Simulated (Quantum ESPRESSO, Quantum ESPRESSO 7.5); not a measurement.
# O on top sites of RuAl(110): a series in the coverage

Wanted: a table for O on top sites of RuAl(110) against the coverage, and what can be fitted to it.

Main program and level: Quantum ESPRESSO 7.5; plane-wave DFT, PBE, GBRV ultrasoft pseudopotentials.

The structure was built from a prototype and need not be the compound's stable phase.

## (1) The structure

Symmetry: Pm-3m, No. 221, cubic system. The conventional cell has a = 2.990 Å, b = 2.990 Å, c = 2.990 Å, α = 90.00°, β = 90.00°, γ = 90.00°. Ru has 8 Al at 2.59 Å nearest. Nearest to Al lie 8 Ru at 2.59 Å. Farther neighbours are not listed.

Set-up: Slabs of 3 layers, covered on the upper face; adsorbates and the top layer relax in a periodic cell, the rest is held (the clean slab relaxes both outer layers); a run under open boundaries (ESM, bc1) gives both vacuum levels. Cells of one to 6 surface sites carry the coverages, on meshes of like density; cold smearing of 0.02 Ry. The slabs take the lattice constants of the bulk relaxed by the same program.

Members 0.25, 0.3333, 0.5 and 0.6667 took the same steps and show in the table alone.

This run has no spin polarisation, although Ru can carry a moment. A spin-polarised state was not tried and may lie lower.

## (2) Relaxing cell and ions of the reference

The bulk crystal is relaxed in cell and atoms; the members are built on its lattice constants.

File ref.vc.in:

```
&control
  prefix = 'ref.vc'
  outdir = './out'
  pseudo_dir = './pseudo'
  nstep = 40
  forc_conv_thr = 0.0003
  calculation = 'vc-relax'
/
&system
  ibrav = 0
  nat = 4
  ntyp = 2
  ecutwfc = 50
  ecutrho = 250
  occupations = 'smearing'
  smearing = 'mv'
  degauss = 0.02
/
&electrons
  conv_thr = 1e-09
  mixing_beta = 0.4
  electron_maxstep = 120
/
&ions
/
&cell
  press_conv_thr = 0.3
/
ATOMIC_SPECIES
  Ru  101.0700  ru_pbe_v1.2.uspp.F.UPF
  Al  26.9815  al_pbe_v1.uspp.F.UPF
CELL_PARAMETERS angstrom
  2.99000000000000 0.00000000000000 0.00000000000000
  0.00000000000000 4.22849855149556 0.00000000000000
  0.00000000000000 0.00000000000000 4.22849855149556
ATOMIC_POSITIONS crystal
  Ru  0.000000000000 0.000000000000 0.000000000000
  Al  0.500000000000 0.500000000000 0.000000000000
  Ru  0.000000000000 0.500000000000 0.500000000000
  Al  0.500000000000 0.000000000000 0.500000000000
K_POINTS automatic
  14 10 10 0 0 0
```

Command:

```console
> OMP_NUM_THREADS=1 mpirun -n 16 pw.x -nk 16 -in ref.vc.in > ref.vc.out
```

The log of the run:

```text
Program PWSCF v.7.5 starts
[citation notice left out]

     Parallel version (MPI & OpenMP), running on      16 processor cores
     Number of MPI processes:                16
     Threads/MPI process:                     1

     MPI processes distributed on     1 nodes
[...]
Current dimensions of program PWSCF are:
     Max number of different atomic species (ntypx) = 10
     Max number of k-points (npk) =  40000
     Max angular momentum in pseudopotentials (lmaxx) =  4
     Found identity + (  0.0000 -0.5000 -0.5000) symmetry
     This is a supercell, fractional translations are disabled
     Message from routine setup:
     using ibrav=0 with symmetry is DISCOURAGED, use correct ibrav instead

     K-points division:     npool     =      16
     Subspace diagonalization in iterative solution of the eigenvalue problem:
     a serial algorithm will be used

     G-vector sticks info
     --------------------
     sticks:   dense  smooth     PW     G-vecs:    dense   smooth      PW
     Sum         901     715    225                24085    17205    2911

     Using Slab Decomposition

     bravais-lattice index     =            0
     lattice parameter (alat)  =       5.6503  a.u.
     unit-cell volume          =     360.7781 (a.u.)^3
     number of atoms/cell      =            4
     number of atomic types    =            2
     number of electrons       =        38.00
     number of Kohn-Sham states=           23
     kinetic-energy cutoff     =      50.0000  Ry
     charge density cutoff     =     250.0000  Ry
     scf convergence threshold =      1.0E-09
     mixing beta               =       0.4000
     number of iterations used =            8  plain     mixing
     energy convergence thresh.=      1.0E-04
     force convergence thresh. =      3.0E-04
     press convergence thresh. =      3.0E-01
     Exchange-correlation= SLA  PW   PBE  PBE
                           (   1   4   3   4   0   0   0)
     nstep                     =           40

     celldm(1)=   5.650281  celldm(2)=   0.000000  celldm(3)=   0.000000
     celldm(4)=   0.000000  celldm(5)=   0.000000  celldm(6)=   0.000000

     crystal axes: (cart. coord. in units of alat)
               a(1) = (   1.000000   0.000000   0.000000 )
               a(2) = (   0.000000   1.414214   0.000000 )
               a(3) = (   0.000000   0.000000   1.414214 )

     reciprocal axes: (cart. coord. in units 2 pi/alat)
               b(1) = (  1.000000  0.000000  0.000000 )
               b(2) = (  0.000000  0.707107  0.000000 )
               b(3) = (  0.000000  0.000000  0.707107 )

     PseudoPot. # 1 for Ru read from file:
     ./pseudo/ru_pbe_v1.2.uspp.F.UPF
     Pseudo is Ultrasoft + core correction, Zval = 16.0
     Generated by new atomic code, or converted to UPF format
     Using radial grid of  967 points,  6 beta functions with:
                l(1) =   0
                l(2) =   0
                l(3) =   1
                l(4) =   1
                l(5) =   2
                l(6) =   2
     Q(r) pseudized with  8 coefficients,  rinner =    1.300   1.300   1.300
                                                       1.300   1.300

     PseudoPot. # 2 for Al read from file:
     ./pseudo/al_pbe_v1.uspp.F.UPF
     Pseudo is Ultrasoft + core correction, Zval =  3.0
     Generated by new atomic code, or converted to UPF format
     Using radial grid of  893 points,  3 beta functions with:
                l(1) =   0
                l(2) =   1
                l(3) =   2
     Q(r) pseudized with  8 coefficients,  rinner =    0.900   0.900   0.900
                                                       0.900   0.900

     atomic species   valence    mass     pseudopotential
     Ru               16.00   101.07000     Ru( 1.00)
     Al                3.00    26.98150     Al( 1.00)

     16 Sym. Ops., with inversion, found

   Cartesian axes

     site n.     atom                  positions (alat units)
         1        Ru     tau(   1) = (   0.0000000   0.0000000   0.0000000  )
         2        Al     tau(   2) = (   0.5000000   0.7071068   0.0000000  )
         3        Ru     tau(   3) = (   0.0000000   0.7071068   0.7071068  )
         4        Al     tau(   4) = (   0.5000000   0.0000000   0.7071068  )

     number of k points=   168  Marzari-Vanderbilt smearing, width (Ry)=  0.0200

     Number of k-points >= 100: set verbosity='high' to print them.

     Dense  grid:    24085 G-vectors     FFT dimensions: (  30,  45,  45)

     Smooth grid:    17205 G-vectors     FFT dimensions: (  25,  36,  36)

     Estimated max dynamical RAM per process >      35.58 MB

     Estimated total dynamical RAM >     481.11 MB

     Initial potential from superposition of free atoms

     starting charge      35.9950, renormalised to      38.0000

     negative rho (up, down):  1.544E-01 0.000E+00
     Starting wfcs are   34 randomized atomic wfcs

     total cpu time spent up to now is        1.1 secs

     per-process dynamical memory:    34.8 Mb

     Self-consistent Calculation

     iteration #  1     ecut=    50.00 Ry     beta= 0.40
     Davidson diagonalization with overlap
     ethr =  1.00E-02,  avg # of iterations =  2.5

     negative rho (up, down):  1.545E-01 0.000E+00

     total cpu time spent up to now is        2.0 secs

     total energy              =    -400.85574008 Ry
     estimated scf accuracy    <       4.20190638 Ry

     iteration #  2     ecut=    50.00 Ry     beta= 0.40
[...]
negative rho (up, down):  1.527E-01 0.000E+00

[...]
total energy              =    -401.97010901 Ry
     estimated scf accuracy    <       0.90187861 Ry

     iteration #  3     ecut=    50.00 Ry     beta= 0.40
[...]
negative rho (up, down):  1.511E-01 0.000E+00

[...]
total energy              =    -402.11358267 Ry
     estimated scf accuracy    <       0.01880862 Ry

     iteration #  4     ecut=    50.00 Ry     beta= 0.40
[...]
negative rho (up, down):  1.515E-01 0.000E+00

[...]
total energy              =    -402.11651896 Ry
     estimated scf accuracy    <       0.00327437 Ry

     iteration #  5     ecut=    50.00 Ry     beta= 0.40
[...]
negative rho (up, down):  1.515E-01 0.000E+00

[...]
total energy              =    -402.11692050 Ry
     estimated scf accuracy    <       0.00163639 Ry

     iteration #  6     ecut=    50.00 Ry     beta= 0.40
[...]
0.00000000   0.00000000  -0.00001474            0.00        0.00       -2.17

     Energy error            =      4.5E-04 Ry
     Gradient error          =      0.0E+00 Ry/Bohr
     Cell gradient error     =      2.2E+00 kbar

     number of scf cycles    =   2
     number of bfgs steps    =   1

     enthalpy           old  =    -402.1169665962 Ry
     enthalpy           new  =    -402.1174196403 Ry

     CASE: enthalpy          _new < enthalpy          _old

     new trust radius        =       0.0013215649 bohr
     new conv_thr            =            1.0E-11 Ry

     new unit-cell volume =    365.60928 a.u.^3 (    54.17771 Ang^3 )
     density =      7.84952 g/cm^3

CELL_PARAMETERS (angstrom)
   3.003818103   0.000000000   0.000000000
   0.000000000   4.246914223   0.000000000
   0.000000000   0.000000000   4.246914223

ATOMIC_POSITIONS (crystal)
Ru               0.0000000000        0.0000000000        0.0000000000
Al               0.5000000000        0.5000000000        0.0000000000
Ru               0.0000000000        0.5000000000        0.5000000000
Al               0.5000000000        0.0000000000        0.5000000000

[...]
NEW-OLD atomic charge density approx. for the potential
     New effective cutoffs (rho, wfc):  247.63   49.56

     negative rho (up, down):  1.501E-01 0.000E+00

     total cpu time spent up to now is       18.8 secs

     per-process dynamical memory:    45.9 Mb

     Self-consistent Calculation

     iteration #  1     ecut=    50.00 Ry     beta= 0.40
     Davidson diagonalization with overlap
     ethr =  1.00E-06,  avg # of iterations =  2.0

     Threshold (ethr) on eigenvalues was too large:
     Diagonalizing with lowered threshold

     Davidson diagonalization with overlap
     ethr =  6.72E-10,  avg # of iterations =  4.0

     negative rho (up, down):  1.501E-01 0.000E+00

     total cpu time spent up to now is       20.6 secs

     total energy              =    -402.11742168 Ry
     estimated scf accuracy    <       0.00000059 Ry

[...]
iteration #  8     ecut=    50.00 Ry     beta= 0.40
[...]
negative rho (up, down):  1.501E-01 0.000E+00

[...]
End of self-consistent calculation

     Number of k-points >= 100: set verbosity='high' to print the bands.

     the Fermi energy is    15.9876 ev

!    total energy              =    -402.11742186 Ry
     estimated scf accuracy    <          5.8E-12 Ry
     smearing contrib. (-TS)   =       0.00139788 Ry
     internal energy E=F+TS    =    -402.11881974 Ry

     The total energy is F=E-TS. E is the sum of the following terms:
     one-electron contribution =    -140.30619859 Ry
     hartree contribution      =      91.11957610 Ry
     xc contribution           =     -60.83962886 Ry
     ewald contribution        =    -292.09256838 Ry

     convergence has been achieved in   8 iterations

     negative rho (up, down):  1.501E-01 0.000E+00

     Forces acting on atoms (cartesian axes, Ry/au):

     atom    1 type  1   force =     0.00000000    0.00000000    0.00000000
     atom    2 type  2   force =     0.00000000    0.00000000    0.00000000
     atom    3 type  1   force =     0.00000000    0.00000000    0.00000000
     atom    4 type  2   force =     0.00000000    0.00000000    0.00000000

     Total force =     0.000000     Total SCF correction =     0.000000

     Computing stress (Cartesian axis) and pressure

     negative rho (up, down):  1.501E-01 0.000E+00
          total   stress  (Ry/bohr**3)                   (kbar)     P=        0.03
   0.00000231   0.00000000   0.00000000            0.34        0.00        0.00
   0.00000000  -0.00000082   0.00000000            0.00       -0.12        0.00
   0.00000000   0.00000000  -0.00000082            0.00        0.00       -0.12

     Energy error            =      2.2E-06 Ry
     Gradient error          =      0.0E+00 Ry/Bohr
     Cell gradient error     =      3.4E-01 kbar

     number of scf cycles    =   3
     number of bfgs steps    =   2

     enthalpy           old  =    -402.1174196403 Ry
     enthalpy           new  =    -402.1174218570 Ry

     CASE: enthalpy          _new < enthalpy          _old

     new trust radius        =       0.0002098221 bohr
     new conv_thr            =            1.0E-11 Ry

     new unit-cell volume =    365.61093 a.u.^3 (    54.17795 Ang^3 )
     density =      7.84949 g/cm^3

CELL_PARAMETERS (angstrom)
   3.003982914   0.000000000   0.000000000
   0.000000000   4.246807297   0.000000000
   0.000000000   0.000000000   4.246807297

ATOMIC_POSITIONS (crystal)
Ru               0.0000000000        0.0000000000        0.0000000000
Al               0.5000000000        0.5000000000        0.0000000000
Ru               0.0000000000        0.5000000000        0.5000000000
Al               0.5000000000        0.0000000000        0.5000000000

[...]
NEW-OLD atomic charge density approx. for the potential
     New effective cutoffs (rho, wfc):  247.64   49.57

     negative rho (up, down):  1.501E-01 0.000E+00

     total cpu time spent up to now is       26.2 secs

     per-process dynamical memory:    43.1 Mb

[...]
!    total energy              =    -402.11742191 Ry
[...]
Total force =     0.000000     Total SCF correction =     0.000000
[...]
Self-consistent Calculation

     iteration #  1     ecut=    50.00 Ry     beta= 0.40
     Davidson diagonalization with overlap
     ethr =  1.00E-06,  avg # of iterations = 13.4

     negative rho (up, down):  1.558E-01 0.000E+00

     total cpu time spent up to now is       34.9 secs

     total energy              =    -400.60692120 Ry
     estimated scf accuracy    <       4.67198572 Ry

[...]
iteration # 15     ecut=    50.00 Ry     beta= 0.40
[...]
negative rho (up, down):  1.501E-01 0.000E+00

[...]
End of self-consistent calculation

     Number of k-points >= 100: set verbosity='high' to print the bands.

     the Fermi energy is    15.9875 ev

!    total energy              =    -402.11742948 Ry
     estimated scf accuracy    <          2.7E-12 Ry
     smearing contrib. (-TS)   =       0.00139799 Ry
     internal energy E=F+TS    =    -402.11882747 Ry

     The total energy is F=E-TS. E is the sum of the following terms:
     one-electron contribution =    -140.30688052 Ry
     hartree contribution      =      91.11980059 Ry
     xc contribution           =     -60.83962122 Ry
     ewald contribution        =    -292.09212632 Ry

     convergence has been achieved in  15 iterations

     negative rho (up, down):  1.501E-01 0.000E+00

     Forces acting on atoms (cartesian axes, Ry/au):

     atom    1 type  1   force =     0.00000000    0.00000000    0.00000000
     atom    2 type  2   force =     0.00000000    0.00000000    0.00000000
     atom    3 type  1   force =     0.00000000    0.00000000    0.00000000
     atom    4 type  2   force =     0.00000000    0.00000000    0.00000000

     Total force =     0.000000     Total SCF correction =     0.000000

     Computing stress (Cartesian axis) and pressure

     negative rho (up, down):  1.501E-01 0.000E+00
          total   stress  (Ry/bohr**3)                   (kbar)     P=        0.04
   0.00000178   0.00000000   0.00000000            0.26        0.00        0.00
   0.00000000  -0.00000044   0.00000000            0.00       -0.07        0.00
   0.00000000   0.00000000  -0.00000044            0.00        0.00       -0.07

[...]
=------------------------------------------------------------------------------=
   JOB DONE.
=------------------------------------------------------------------------------=
```

Wall time 49 s (16 MPI ranks of Arm Neoverse V1, shared host); peak memory 1.1 GiB; 13 min of CPU time.

Relaxation path:

```tsv
step	energy less that of the first step (eV)	largest force (eV/Å)	volume (Å³)
1	0.0000	0.0000	53.46
2	-0.0062	0.0000	54.23
3	-0.0062	0.0000	54.18
4	-0.0062	0.0000	54.18
5	-0.0063	0.0000	54.18
```

```tsv
cell as run	before	after	change
a (Å)	2.990	3.004	+0.5 %
b (Å)	4.228	4.247	+0.4 %
c (Å)	4.228	4.247	+0.4 %
volume (Å³/atom)	13.37	13.54	+1.3 %
```

The relaxed structure:

```xyz
4
Lattice="3.0040 0.0000 0.0000 0.0000 4.2468 0.0000 0.0000 0.0000 4.2468" Properties=species:S:1:pos:R:3 pbc="T T T"
Ru    0.0000    0.0000    0.0000
Al    1.5020    2.1234    0.0000
Ru    0.0000    2.1234    2.1234
Al    1.5020    0.0000    2.1234
```

 The last row is no step: it is a fresh SCF in the final cell with a new plane-wave basis, -0 meV from the row before.

This step gave:

- free energy: -5471.0863 eV
- Fermi energy: 15.99 eV

(Part 1 of 10 ends here.)

[Logs are printed without paths, hosts, clocks, repeated set-up lines and the standing remarks that a program may print on its own settings, such as how far it seeks lower states.]

[Hosts, paths, dates, database ids (printed as entryN), source tags and the programs' standing remarks are cut or masked in the printed files.]

[Maps of the electrostatic potential energy from Ansatz leave out the sawtooth potential of an applied field or a dipole correction, so their vacuum need not be flat; planar profiles and work functions include it.]
